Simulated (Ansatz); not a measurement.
# Cu(111) with 4 thermally displaced layers, 2x2: scattering by thermal displacements

How much do lattice vibrations at 800 K scatter the electrons of Cu? Layers with random displacements are laid between perfect leads, and the resistance is followed against their length.

Program: Ansatz 0.2.0. Level of theory: Ansatz plane-wave DFT, PBE, PAW files; ballistic transport by layer matching (Landauer), zero bias; PAW set soft_1. Results are calculated unless marked as measured.

Report form: the programs' logs are mostly left out.

## 1. The starting structure

The cell holds 40 atoms: 40 Cu. Its edges and angles: a = 5.112 Å, b = 5.112 Å, c = 20.923 Å, α = 93.5°, β = 86.5°, γ = 120.0°. It derives from Cu. Regions: lead, 24 atoms (24 Cu); scattering region, 16 atoms (16 Cu). The structure is stacked along c, and the current runs across the ab planes.

## 2. With 4 displaced layers

Each atom of 4 layers is moved at random, by amounts drawn from a normal law 0.1251 Å wide in each direction from the Debye model (343 K) at 800 K. The layers about the cell's end stay perfect and serve as the lead. Disorder leaves little or no symmetry, which makes such runs dear. Energies from -0.05 to 0.05 eV in steps of 0.05 eV are too few for the program's thermal sum, so it prints no conductance; for a metal the transmission near the Fermi level serves, at a fraction of the cost.

input.yaml reads:

```yaml
crystal:
  lattice:
    - [5.1123254594, 0.0, 0.0]
    - [-2.5561627297, 4.4274037203, 0.0]
    - [1.2780813649, -0.73790062, 20.8709812911]
  atoms:
    - { symbol: Cu, position: [0.9916666667, 0.0083333333, 0.05] }
    - { symbol: Cu, position: [0.9916666667, 0.5083333333, 0.05] }
    - { symbol: Cu, position: [0.4916666667, 0.0083333333, 0.05] }
    - { symbol: Cu, position: [0.4916666667, 0.5083333333, 0.05] }
    - { symbol: Cu, position: [0.1416666667, 0.3583333333, 0.15] }
    - { symbol: Cu, position: [0.1416666667, 0.8583333333, 0.15] }
    - { symbol: Cu, position: [0.6416666667, 0.3583333333, 0.15] }
    - { symbol: Cu, position: [0.6416666667, 0.8583333333, 0.15] }
[... 28 atom lines left out ...]
    - { symbol: Cu, position: [0.8416666667, 0.1583333333, 0.95] }
    - { symbol: Cu, position: [0.8416666667, 0.6583333333, 0.95] }
    - { symbol: Cu, position: [0.3416666667, 0.1583333333, 0.95] }
    - { symbol: Cu, position: [0.3416666667, 0.6583333333, 0.95] }
kpoints:
  mp_grid: { grid: [5, 5, 1] }
hamiltonian:
  xc: pbe
  pseudopotentials: { kind: paw, azcp: { folder: soft_1 } }
scf:
  occupations: { method: fermi_dirac, width: 0.1 }
output:
  transmission:
    leads: [[0, 4]]
    kmesh: [10, 10]
    e_range: [-0.05, 0.05]
    de: 0.05
  write_potential: true
  write_density: true
  volumetric_format: npy
  elf: true
```

Launch:

```console
$ ansatz run input.yaml --threads 4 --pin off --max-ram 15360MiB --backend cpu --events-out ev --progress --plain --runs-dir out
```

Elapsed: 9 min, on 4 threads of Arm Neoverse V1, shared host; peak memory 4.9 GiB.

This step gave:

| Property | Result |
| --- | --- |
| free energy | -265004.5836 eV |
| energy at zero smearing | -265004.3337 eV |
| Fermi energy | 16.35 eV |
| cell area | 22.63 Å² |
| transmission per spin nearest the Fermi level | 3.010 |
| open channels per spin nearest the Fermi level | 3.21 |
| step of the lead's potential | 7 meV |

Per spin. Table of transmission, zone mean by energy, zero at the Fermi level:

```tsv
energy (eV)	transmission, zone mean
-0.0500	2.99
0.0000	3.01
0.0500	3.02
```

Per spin. The open channels, zone mean, lead stays at 3.21 for energy from -0.05 to 0.05 eV.

Transmission over k1 and k2. At 0.0000 eV from the Fermi level.

Ten even steps from '0' (2.39) to '9' (3.61):
```
4844484444
4484474444
4448084444
4441210444
9999131999
4444012144
4444480844
4444474484
4444484448
8444484444
```
Columns: k1 (b1) from -0.5 to 0.4; rows upwards: k2 (b2) from -0.5 to 0.4.

Open channels over k1 and k2. At 0.0000 eV from the Fermi level.

Ten even steps from '0' (3.00) to '9' (4.00):
```
0900090000
0090090000
0009090000
0000000000
9999000999
0000000000
0000090900
0000090090
0000090009
9000090000
```
Columns: k1 (b1) from -0.5 to 0.4; rows upwards: k2 (b2) from -0.5 to 0.4.

ELF in the cb plane at fractional x = 0.033, with atoms of Cu within 0.2 Å of it. It is the smooth field of the valence electrons, not physical close to the nuclei.

Values, 8 rows by 16 columns, each cell a mean:
```
0.17 0.18 0.23 0.23 0.19 0.21 0.22 0.29 0.25 0.24 0.22 0.23 0.19 0.40 0.20 0.23
0.16 0.17 0.22 0.21 0.20 0.22 0.19 0.21 0.23 0.21 0.21 0.17 0.20 0.17 0.20 0.16
0.18 0.19 0.23 0.24 0.16 0.17 0.23 0.21 0.20 0.17 0.19 0.15 0.21 0.20 0.21 0.16
0.25 0.23 0.22 0.23 0.17 0.18 0.20 0.17 0.21 0.18 0.20 0.17 0.20 0.23 0.20 0.22
0.17 0.18 0.23 0.22 0.20 0.23 0.30 0.29 0.24 0.24 0.23 0.24 0.21 0.40 0.20 0.23
0.16 0.17 0.22 0.21 0.22 0.23 0.19 0.17 0.22 0.20 0.19 0.17 0.20 0.17 0.20 0.16
0.18 0.19 0.23 0.23 0.17 0.17 0.22 0.21 0.19 0.17 0.18 0.15 0.21 0.19 0.21 0.16
0.25 0.23 0.22 0.23 0.17 0.18 0.20 0.17 0.22 0.22 0.20 0.17 0.19 0.24 0.20 0.22
```
Columns run along c (16.0 Å, from fractional 0.12 to 0.88 of the cell), rows up along b (5.1 Å). Atoms in or near the plane, at fractional coordinates: Cu at (0.44, 0.40), Cu at (0.45, 0.89), Cu at (0.75, 0.46), Cu at (0.75, 0.96).

Electrostatic potential energy in the cb plane at fractional x = 0.033, with atoms of Cu within 0.2 Å of it. With pseudopotentials it is smooth inside the atoms' cores, unlike the true potential.

Ten even steps from '0' (-43 eV) to '9' (19 eV), each cell a mean:
```
98789999999987789620159999999999997200279999
74248999999999999500049999999999998411489988
62137999999999999620269999999998899766899866
74358999999987689865689987899975689999999755
97789999999962258999999976799852379988999866
99999999999840048988899987899853478754799989
99999999999852368742589999999976788300389999
98789999999987788400169999999999997200279999
74248999999999998300169999999999998411489988
62137999999999999521489999999988899766899866
74358999999986679877899999999865799999999755
97789999999952148999999999999865699988999866
99999999999840038999999999999977899754799989
99999999999963368875689999999999998300389999
```
Columns run along c (16.0 Å, from fractional 0.12 to 0.88 of the cell; values clipped at the 3rd and 97th percentile), rows up along b (5.1 Å). Atoms in or near the plane, at fractional coordinates: Cu at (0.44, 0.40), Cu at (0.45, 0.89), Cu at (0.75, 0.46), Cu at (0.75, 0.96).

Valence density in the cb plane at fractional x = 0.033, with atoms of Cu within 0.2 Å of it. It is the smooth field of the valence electrons, not physical close to the nuclei.

Ten steps, logarithmic in the rise over the least value, from '0' (0 e/Å³) to '9' (46 e/Å³), each cell a mean:
```
01110000000001100268620000000000001699510000
13431000000000000379830000000000001477310000
25641000000000000257620000000000000122100122
13431000000012210123200011100013210000000132
01110000000024520000000012100134410000000122
00000000000136631011100011100134311133200000
00000000000025421145310000000012111488410000
01110000000011111489620000000000001699510000
13431000000000001499620000000000001477310000
25641000000000001256410000000001100122100122
13431000000012210112100000000022100000000132
01110000000025531000000000000023200000000122
00000000000036741000000000000011100133200000
00000000000024420023210000000000001488410000
```
Columns run along c (16.0 Å, from fractional 0.12 to 0.88 of the cell), rows up along b (5.1 Å). Atoms in or near the plane, at fractional coordinates: Cu at (0.44, 0.40), Cu at (0.45, 0.89), Cu at (0.75, 0.46), Cu at (0.75, 0.96).

Over the solved energies the transmission per spin lies between 2.99 and 3.02, out of 3.21 channels of the lead on average (up to 3.21).

## 3. With 8 displaced layers

Each atom of 8 layers is moved at random, by amounts drawn from a normal law 0.1251 Å wide in each direction from the Debye model (343 K) at 800 K. A fresh draw is used; the growth of the resistance with length is what counts.

System of this step: Cu(111) with 8 thermally displaced layers, 2x2. The cell holds 56 atoms: 56 Cu. Cell: a = 5.112 Å, b = 5.112 Å, c = 29.257 Å, α = 87.5°, β = 92.5°, γ = 120.0°. It derives from Cu. Regions: lead, 24 atoms (24 Cu); scattering region, 32 atoms (32 Cu). The structure is stacked along c, and the current runs across the ab planes.

input.yaml reads:

```yaml
crystal:
  lattice:
    - [5.1123254594, 0.0, 0.0]
    - [-2.5561627297, 4.4274037203, 0.0]
    - [-1.2780813649, 0.73790062, 29.2193738075]
  atoms:
    - { symbol: Cu, position: [0.005952381, 0.994047619, 0.0357142857] }
    - { symbol: Cu, position: [0.005952381, 0.494047619, 0.0357142857] }
    - { symbol: Cu, position: [0.505952381, 0.994047619, 0.0357142857] }
    - { symbol: Cu, position: [0.505952381, 0.494047619, 0.0357142857] }
    - { symbol: Cu, position: [0.1845238095, 0.3154761905, 0.1071428571] }
    - { symbol: Cu, position: [0.1845238095, 0.8154761905, 0.1071428571] }
    - { symbol: Cu, position: [0.6845238095, 0.3154761905, 0.1071428571] }
    - { symbol: Cu, position: [0.6845238095, 0.8154761905, 0.1071428571] }
[... 44 atom lines left out ...]
    - { symbol: Cu, position: [0.3273809524, 0.1726190476, 0.9642857143] }
    - { symbol: Cu, position: [0.3273809524, 0.6726190476, 0.9642857143] }
    - { symbol: Cu, position: [0.8273809524, 0.1726190476, 0.9642857143] }
    - { symbol: Cu, position: [0.8273809524, 0.6726190476, 0.9642857143] }
kpoints:
  mp_grid: { grid: [5, 5, 1] }
hamiltonian:
  xc: pbe
  pseudopotentials: { kind: paw, azcp: { folder: soft_1 } }
scf:
  occupations: { method: fermi_dirac, width: 0.1 }
output:
  transmission:
    leads: [[0, 4]]
    kmesh: [10, 10]
    e_range: [-0.05, 0.05]
    de: 0.05
  write_potential: true
  write_density: true
  volumetric_format: npy
```

It took 17 min on 4 threads; peak memory 8.3 GiB; 64 min of CPU time.

This step gave:

```
free energy                                   : -371004.1115 eV
energy at zero smearing                       : -371003.7584 eV
transmission per spin nearest the Fermi level : 2.813
step of the lead's potential                  : 4 meV
```

Per spin. Table of transmission, zone mean by energy, zero at the Fermi level:

```tsv
energy (eV)	transmission, zone mean
-0.0500	2.76
0.0000	2.81
0.0500	2.86
```

Over the solved energies the transmission per spin lies between 2.76 and 2.86, out of 3.21 channels of the lead on average (up to 3.21).

## 4. With 12 displaced layers

Each atom of 12 layers is moved at random, by amounts drawn from a normal law 0.1251 Å wide in each direction from the Debye model (343 K) at 800 K. A fresh draw is used; the growth of the resistance with length is what counts.

System of this step: Cu(111) with 12 thermally displaced layers, 2x2. The cell holds 72 atoms: 72 Cu. Its edges and angles: a = 5.112 Å, b = 5.112 Å, c = 37.568 Å, α = 90.0°, β = 90.0°, γ = 120.0°. It derives from Cu. Regions: lead, 24 atoms (24 Cu); scattering region, 48 atoms (48 Cu). The structure is stacked along c, and the current runs across the ab planes.

input.yaml reads:

```yaml
crystal:
  lattice:
    - [5.1123254594, 0.0, 0.0]
    - [-2.5561627297, 4.4274037203, 0.0]
    - [0.0, 0.0, 37.567766324]
  atoms:
    - { symbol: Cu, position: [0.0, 0.0, 0.0277777778] }
    - { symbol: Cu, position: [0.0, 0.5, 0.0277777778] }
    - { symbol: Cu, position: [0.5, 0.0, 0.0277777778] }
    - { symbol: Cu, position: [0.5, 0.5, 0.0277777778] }
    - { symbol: Cu, position: [0.1666666667, 0.3333333333, 0.0833333333] }
    - { symbol: Cu, position: [0.1666666667, 0.8333333333, 0.0833333333] }
    - { symbol: Cu, position: [0.6666666667, 0.3333333333, 0.0833333333] }
    - { symbol: Cu, position: [0.6666666667, 0.8333333333, 0.0833333333] }
[... 60 atom lines left out ...]
    - { symbol: Cu, position: [0.3333333333, 0.1666666667, 0.9722222222] }
    - { symbol: Cu, position: [0.3333333333, 0.6666666667, 0.9722222222] }
    - { symbol: Cu, position: [0.8333333333, 0.1666666667, 0.9722222222] }
    - { symbol: Cu, position: [0.8333333333, 0.6666666667, 0.9722222222] }
kpoints:
  mp_grid: { grid: [5, 5, 1] }
hamiltonian:
  xc: pbe
  pseudopotentials: { kind: paw, azcp: { folder: soft_1 } }
scf:
  occupations: { method: fermi_dirac, width: 0.1 }
output:
  transmission:
    leads: [[0, 4]]
    kmesh: [10, 10]
    e_range: [-0.05, 0.05]
    de: 0.05
  write_potential: true
  write_density: true
  volumetric_format: npy
```

Run time: 33 min. Hardware: 4 threads; peak memory 7.4 GiB.

This step gave:

```
free energy                                   : -477002.6320 eV
energy at zero smearing                       : -477002.2243 eV
Fermi energy                                  : 16.32 eV
transmission per spin nearest the Fermi level : 2.601
step of the lead's potential                  : 10 meV
```

Per spin. Transmission, zone mean against energy, zero at the Fermi level:

```tsv
energy (eV)	transmission, zone mean
-0.0500	2.58
0.0000	2.60
0.0500	2.62
```

Over the solved energies the transmission per spin lies between 2.58 and 2.62, out of 3.21 channels of the lead on average (up to 3.21).

## 5. The fit

This step: Ansatz plane-wave DFT, PBE, PAW files; ballistic transport by layer matching (Landauer), zero bias; resistivity from the slope of the area resistance; PAW set soft_1 (Ansatz 0.2.0).

This step gave:

```
resistivity           : 9.122 µΩ cm
intercept             : -0.01761 fΩ m²
scatter about the fit : 0.003775 fΩ m²
```

Resistance, by row:

```tsv
run	length (Å)	T	channels N	RA (fΩ m²)
n4	8.348	3.008	3.21	0.06121
n8	16.7	2.811	3.21	0.1294
n12	25.05	2.6	3.21	0.2135
```

The area resistance by length of the displaced region:

```tsv
length of the displaced region (Å)	area resistance (fΩ m²)
8.35	0.0612
16.70	0.129
25.05	0.214
```

The area resistance goes from 0.061 to 0.21 fΩ m² between 8.3 and 25.0 Å, a slope of 9.1 µΩ cm.

By hand from the end points: (0.2135 − 0.06121) fΩ m² / (25.05 − 8.35) Å = 9.1 µΩ cm, since 1 fΩ m² per Å is 1000 µΩ cm.

## 6. Results

```yaml
resistivity_from_the_slope: 9.12 µΩ cm
area_resistance_over_8p35_a: 0.0612 fΩ m²
area_resistance_over_16p7_a: 0.129 fΩ m²
area_resistance_over_25p0_a: 0.214 fΩ m²
```

In words: The slope gives 9.1 µΩ cm. The points scatter by 0.0038 fΩ m² about the line, with one random draw a length in a 2x2 cell, so the slope is a rough value. The mean square of the displacements drawn is 0.78, 0.99 and 1.2 of the nominal one at the three lengths; with each resistance scaled back by that, the slope is 6.2 µΩ cm, the value used below. Read with a model of isotropic scattering on a spherical Fermi surface and the lead's 1.1×10¹⁵ S/m², this slope means a mean free path near 128 Å; over these lengths the model's slope is 1.15 times its bulk resistivity, which would be 5.3 µΩ cm. Uncorrelated displacements put too much weight on short waves, which scatter strongly; with the sideways repeat of a small cell, one draw and three short lengths, the method is good to a factor of two or three.

[Logs are printed without paths, hosts, clocks, repeated set-up lines and the standing remarks that a program may print on its own settings, such as how far it seeks lower states.]

[Hosts, paths, dates, database ids (printed as entryN), source tags and the programs' standing remarks are cut or masked in the printed files.]
